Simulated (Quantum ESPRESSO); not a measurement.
# Band edges of SiC(110) under the vacuum level, part 4 of 6

How deep do the band edges lie under the vacuum at SiC(110), and what does relaxation change?

Quantum ESPRESSO 7.5; plane-wave DFT, PBE, GBRV ultrasoft pseudopotentials.

So far. Step 7 (Potential by pp.x of the relaxed slab): The vacuum is flat to 0.1 meV/Å, so its level is well defined. Inside the slab the curve depends on the local part of the pseudopotentials; only the vacuum level has a meaning of its own. Step 8 (Planar and running averages): Where the running mean is not flat inside, average.x's window, rounded to the grid, doesn't match the spacings there.

## 9. Projected density of states of the relaxed slab

Layer by layer, the projected DOS shows whether surface states reach into the gap.

pdos.in

```
&projwfc
  prefix = 'scf'
  outdir = './out'
  filpdos = 'pdos'
  Emin = -0.943
  Emax = 5.057
  DeltaE = 0.05
  ngauss = 0
  degauss = 0.006
/
```

Launch:

```console
> OMP_NUM_THREADS=1 mpirun -n 4 projwfc.x -in pdos.in > pdos.out
```

The log of the run:

```text
[banner, memory and clock lines left out]
Program PROJWFC v.7.5 starts

          URL

     ./out/scf.save/

     IMPORTANT: XC functional enforced from input :
     Exchange-correlation= PBE
                           (   1   4   3   4   0   0   0)
     Any further DFT definition will be discarded
     Please, verify this is what you really want

     negative rho (up, down):  1.232E-03 0.000E+00

     Gaussian broadening (read from input): ngauss,degauss=   0    0.006000

     Calling projwave ....
     one sub-group per band group will be used

     linear algebra parallelized on   4 procs

  Problem Sizes
  natomwfc =           72
  nx       =           36
  nbnd     =           44
  nkstot   =           12
  npwx     =         2847
  nkb      =          234

     Atomic states used for projection
     (read from pseudopotential files):

     state #   1: atom   1 (Si ), wfc  1 (l=0 m= 1)
     state #   2: atom   1 (Si ), wfc  2 (l=1 m= 1)
     state #   3: atom   1 (Si ), wfc  2 (l=1 m= 2)
     state #   4: atom   1 (Si ), wfc  2 (l=1 m= 3)
     state #   5: atom   2 (C  ), wfc  1 (l=0 m= 1)
     state #   6: atom   2 (C  ), wfc  2 (l=1 m= 1)
     state #   7: atom   2 (C  ), wfc  2 (l=1 m= 2)
     state #   8: atom   2 (C  ), wfc  2 (l=1 m= 3)
     state #   9: atom   3 (Si ), wfc  1 (l=0 m= 1)
     state #  10: atom   3 (Si ), wfc  2 (l=1 m= 1)
     state #  11: atom   3 (Si ), wfc  2 (l=1 m= 2)
     state #  12: atom   3 (Si ), wfc  2 (l=1 m= 3)
     state #  13: atom   4 (C  ), wfc  1 (l=0 m= 1)
     state #  14: atom   4 (C  ), wfc  2 (l=1 m= 1)
     state #  15: atom   4 (C  ), wfc  2 (l=1 m= 2)
     state #  16: atom   4 (C  ), wfc  2 (l=1 m= 3)
     state #  17: atom   5 (Si ), wfc  1 (l=0 m= 1)
     state #  18: atom   5 (Si ), wfc  2 (l=1 m= 1)
     state #  19: atom   5 (Si ), wfc  2 (l=1 m= 2)
     state #  20: atom   5 (Si ), wfc  2 (l=1 m= 3)
     state #  21: atom   6 (C  ), wfc  1 (l=0 m= 1)
     state #  22: atom   6 (C  ), wfc  2 (l=1 m= 1)
     state #  23: atom   6 (C  ), wfc  2 (l=1 m= 2)
     state #  24: atom   6 (C  ), wfc  2 (l=1 m= 3)
     state #  25: atom   7 (Si ), wfc  1 (l=0 m= 1)
     state #  26: atom   7 (Si ), wfc  2 (l=1 m= 1)
     state #  27: atom   7 (Si ), wfc  2 (l=1 m= 2)
     state #  28: atom   7 (Si ), wfc  2 (l=1 m= 3)
     state #  29: atom   8 (C  ), wfc  1 (l=0 m= 1)
     state #  30: atom   8 (C  ), wfc  2 (l=1 m= 1)
     state #  31: atom   8 (C  ), wfc  2 (l=1 m= 2)
     state #  32: atom   8 (C  ), wfc  2 (l=1 m= 3)
     state #  33: atom   9 (Si ), wfc  1 (l=0 m= 1)
     state #  34: atom   9 (Si ), wfc  2 (l=1 m= 1)
     state #  35: atom   9 (Si ), wfc  2 (l=1 m= 2)
     state #  36: atom   9 (Si ), wfc  2 (l=1 m= 3)
     state #  37: atom  10 (C  ), wfc  1 (l=0 m= 1)
     state #  38: atom  10 (C  ), wfc  2 (l=1 m= 1)
     state #  39: atom  10 (C  ), wfc  2 (l=1 m= 2)
     state #  40: atom  10 (C  ), wfc  2 (l=1 m= 3)
     state #  41: atom  11 (Si ), wfc  1 (l=0 m= 1)
     state #  42: atom  11 (Si ), wfc  2 (l=1 m= 1)
     state #  43: atom  11 (Si ), wfc  2 (l=1 m= 2)
     state #  44: atom  11 (Si ), wfc  2 (l=1 m= 3)
     state #  45: atom  12 (C  ), wfc  1 (l=0 m= 1)
     state #  46: atom  12 (C  ), wfc  2 (l=1 m= 1)
     state #  47: atom  12 (C  ), wfc  2 (l=1 m= 2)
     state #  48: atom  12 (C  ), wfc  2 (l=1 m= 3)
     state #  49: atom  13 (Si ), wfc  1 (l=0 m= 1)
     state #  50: atom  13 (Si ), wfc  2 (l=1 m= 1)
     state #  51: atom  13 (Si ), wfc  2 (l=1 m= 2)
     state #  52: atom  13 (Si ), wfc  2 (l=1 m= 3)
     state #  53: atom  14 (C  ), wfc  1 (l=0 m= 1)
     state #  54: atom  14 (C  ), wfc  2 (l=1 m= 1)
     state #  55: atom  14 (C  ), wfc  2 (l=1 m= 2)
     state #  56: atom  14 (C  ), wfc  2 (l=1 m= 3)
     state #  57: atom  15 (Si ), wfc  1 (l=0 m= 1)
     state #  58: atom  15 (Si ), wfc  2 (l=1 m= 1)
     state #  59: atom  15 (Si ), wfc  2 (l=1 m= 2)
     state #  60: atom  15 (Si ), wfc  2 (l=1 m= 3)
     state #  61: atom  16 (C  ), wfc  1 (l=0 m= 1)
     state #  62: atom  16 (C  ), wfc  2 (l=1 m= 1)
     state #  63: atom  16 (C  ), wfc  2 (l=1 m= 2)
     state #  64: atom  16 (C  ), wfc  2 (l=1 m= 3)
     state #  65: atom  17 (Si ), wfc  1 (l=0 m= 1)
     state #  66: atom  17 (Si ), wfc  2 (l=1 m= 1)
     state #  67: atom  17 (Si ), wfc  2 (l=1 m= 2)
     state #  68: atom  17 (Si ), wfc  2 (l=1 m= 3)
     state #  69: atom  18 (C  ), wfc  1 (l=0 m= 1)
     state #  70: atom  18 (C  ), wfc  2 (l=1 m= 1)
     state #  71: atom  18 (C  ), wfc  2 (l=1 m= 2)
     state #  72: atom  18 (C  ), wfc  2 (l=1 m= 3)

[... projections of each state ...]
Lowdin Charges:

     Atom #   1: total charge =   2.8134, s =  0.9061,
     Atom #   1: total charge =   2.8134, p =  1.9074, pz=  0.5944, px=  0.5957, py=  0.7172,
     Atom #   2: total charge =   5.0372, s =  1.2217,
     Atom #   2: total charge =   5.0372, p =  3.8154, pz=  1.2649, px=  1.3300, py=  1.2205,
     Atom #   3: total charge =   2.8971, s =  0.8512,
     Atom #   3: total charge =   2.8971, p =  2.0459, pz=  0.6757, px=  0.6815, py=  0.6888,
     Atom #   4: total charge =   5.0180, s =  1.1886,
     Atom #   4: total charge =   5.0180, p =  3.8295, pz=  1.2493, px=  1.2716, py=  1.3086,
     Atom #   5: total charge =   2.9405, s =  0.8807,
     Atom #   5: total charge =   2.9405, p =  2.0598, pz=  0.6777, px=  0.6882, py=  0.6939,
     Atom #   6: total charge =   5.0155, s =  1.1821,
     Atom #   6: total charge =   5.0155, p =  3.8335, pz=  1.2861, px=  1.2818, py=  1.2655,
     Atom #   7: total charge =   2.9211, s =  0.8671,
     Atom #   7: total charge =   2.9211, p =  2.0539, pz=  0.6854, px=  0.6865, py=  0.6821,
     Atom #   8: total charge =   5.0017, s =  1.1686,
     Atom #   8: total charge =   5.0017, p =  3.8331, pz=  1.2684, px=  1.2798, py=  1.2849,
     Atom #   9: total charge =   2.9206, s =  0.8691,
     Atom #   9: total charge =   2.9206, p =  2.0516, pz=  0.6817, px=  0.6839, py=  0.6860,
     Atom #  10: total charge =   5.0094, s =  1.1694,
     Atom #  10: total charge =   5.0094, p =  3.8399, pz=  1.2815, px=  1.2789, py=  1.2796,
     Atom #  11: total charge =   2.9211, s =  0.8671,
     Atom #  11: total charge =   2.9211, p =  2.0539, pz=  0.6854, px=  0.6865, py=  0.6821,
     Atom #  12: total charge =   5.0017, s =  1.1686,
     Atom #  12: total charge =   5.0017, p =  3.8331, pz=  1.2684, px=  1.2798, py=  1.2849,
     Atom #  13: total charge =   2.9405, s =  0.8807,
     Atom #  13: total charge =   2.9405, p =  2.0598, pz=  0.6777, px=  0.6882, py=  0.6939,
     Atom #  14: total charge =   5.0155, s =  1.1821,
     Atom #  14: total charge =   5.0155, p =  3.8335, pz=  1.2861, px=  1.2818, py=  1.2655,
     Atom #  15: total charge =   2.8971, s =  0.8512,
     Atom #  15: total charge =   2.8971, p =  2.0459, pz=  0.6757, px=  0.6815, py=  0.6888,
     Atom #  16: total charge =   5.0180, s =  1.1886,
     Atom #  16: total charge =   5.0180, p =  3.8295, pz=  1.2493, px=  1.2716, py=  1.3086,
     Atom #  17: total charge =   2.8134, s =  0.9061,
     Atom #  17: total charge =   2.8134, p =  1.9074, pz=  0.5944, px=  0.5957, py=  0.7172,
     Atom #  18: total charge =   5.0372, s =  1.2217,
     Atom #  18: total charge =   5.0372, p =  3.8154, pz=  1.2649, px=  1.3300, py=  1.2205,
     Spilling Parameter:   0.0108
```

It took 1.6 s on 4 MPI ranks of Arm Neoverse V2, shared host; peak memory 0.14 GiB.

Numbers from this step:

* spilling of the projection: 0.0108

Gaussian width 0.006 Ry. Table of density of states by energy, zero at the highest filled level of the SCF mesh; read off at these points:

energy (eV), density of states (states/eV a cell) and a bar:
```
    -3.00        8.0 ####################
    -2.85        9.8 ########################
    -2.65        8.9 ######################
    -2.55       11.9 ##############################
    -2.50       11.7 #############################
    -2.35        8.0 ####################
    -2.20        7.9 ####################
    -2.00       10.4 ##########################
    -1.85       12.0 ##############################
    -1.70        5.2 #############
    -1.55        4.0 ##########
    -1.35        4.1 ##########
    -1.20        2.2 #####
    -1.05        1.5 ####
    -0.85        1.5 ####
    -0.70        3.0 ########
    -0.55        6.1 ###############
    -0.45        9.9 #########################
    -0.40        9.9 #########################
    -0.20        3.9 ##########
    -0.05        1.4 ####
     0.00        0.8 ##
     0.10        0.2 
     0.25        0.7 ##
     0.45        0.1 
     0.60        0.0 
     0.75        0.0 
     0.90        1.0 ##
     1.10        0.8 ##
     1.25        0.9 ##
     1.40        1.2 ###
     1.60        4.3 ###########
     1.75        3.2 ########
     1.90        2.2 ######
     2.05        0.3 #
     2.25        8.3 #####################
     2.30        8.4 #####################
     2.40        3.7 #########
     2.55        1.9 #####
     2.70        3.4 #########
     2.90        6.1 ###############
     3.05        2.7 #######
```

Projected DOS an atom over height of the atomic layer and energy from the highest filled level of the SCF mesh. Columns are the atomic layers from the bottom up.

Ten even steps from '_' (0.00 states/eV) to '@' (1.29 states/eV), each cell a mean:
```
::..............::
..______..______..
==....______....==
::______________::
::______________::
==..__________..==
__________________
..______________..
__________________
__________________
__________________
--______________--
@@::..______..::@@
--....______....--
__________________
____..........____
....::::::::::....
::::====++====::::
::--==--==--==--::
----==--::--==----
==--==--::--==--==
------------------
```
Columns: height of the atomic layer (Å) from 8.14 to 20.3 (not evenly spaced); rows upwards: energy from the highest filled level of the SCF mesh (eV) from -3.00 to 3.05.

Löwdin valence electrons by atom:

```csv
atom,Löwdin valence electrons (e)
Si1,2.81
C2,5.04
Si3,2.90
C4,5.02
Si5,2.94
C6,5.02
Si7,2.92
C8,5.00
Si9,2.92
C10,5.01
Si11,2.92
C12,5.00
Si13,2.94
C14,5.02
Si15,2.90
C16,5.02
Si17,2.81
C18,5.04
```

The atomic orbitals miss 1.1 % of the occupied states; for empty states the projections can miss much more.

[end of part 4 of 6]

[Logs are printed without paths, hosts, clocks, repeated set-up lines and the standing remarks that a program may print on its own settings, such as how far it seeks lower states.]

[Hosts, paths, dates, database ids (printed as entryN), source tags and the programs' standing remarks are cut or masked in the printed files.]

[Maps of the electrostatic potential energy from Ansatz leave out the sawtooth potential of an applied field or a dipole correction, so their vacuum need not be flat; planar profiles and work functions include it.]
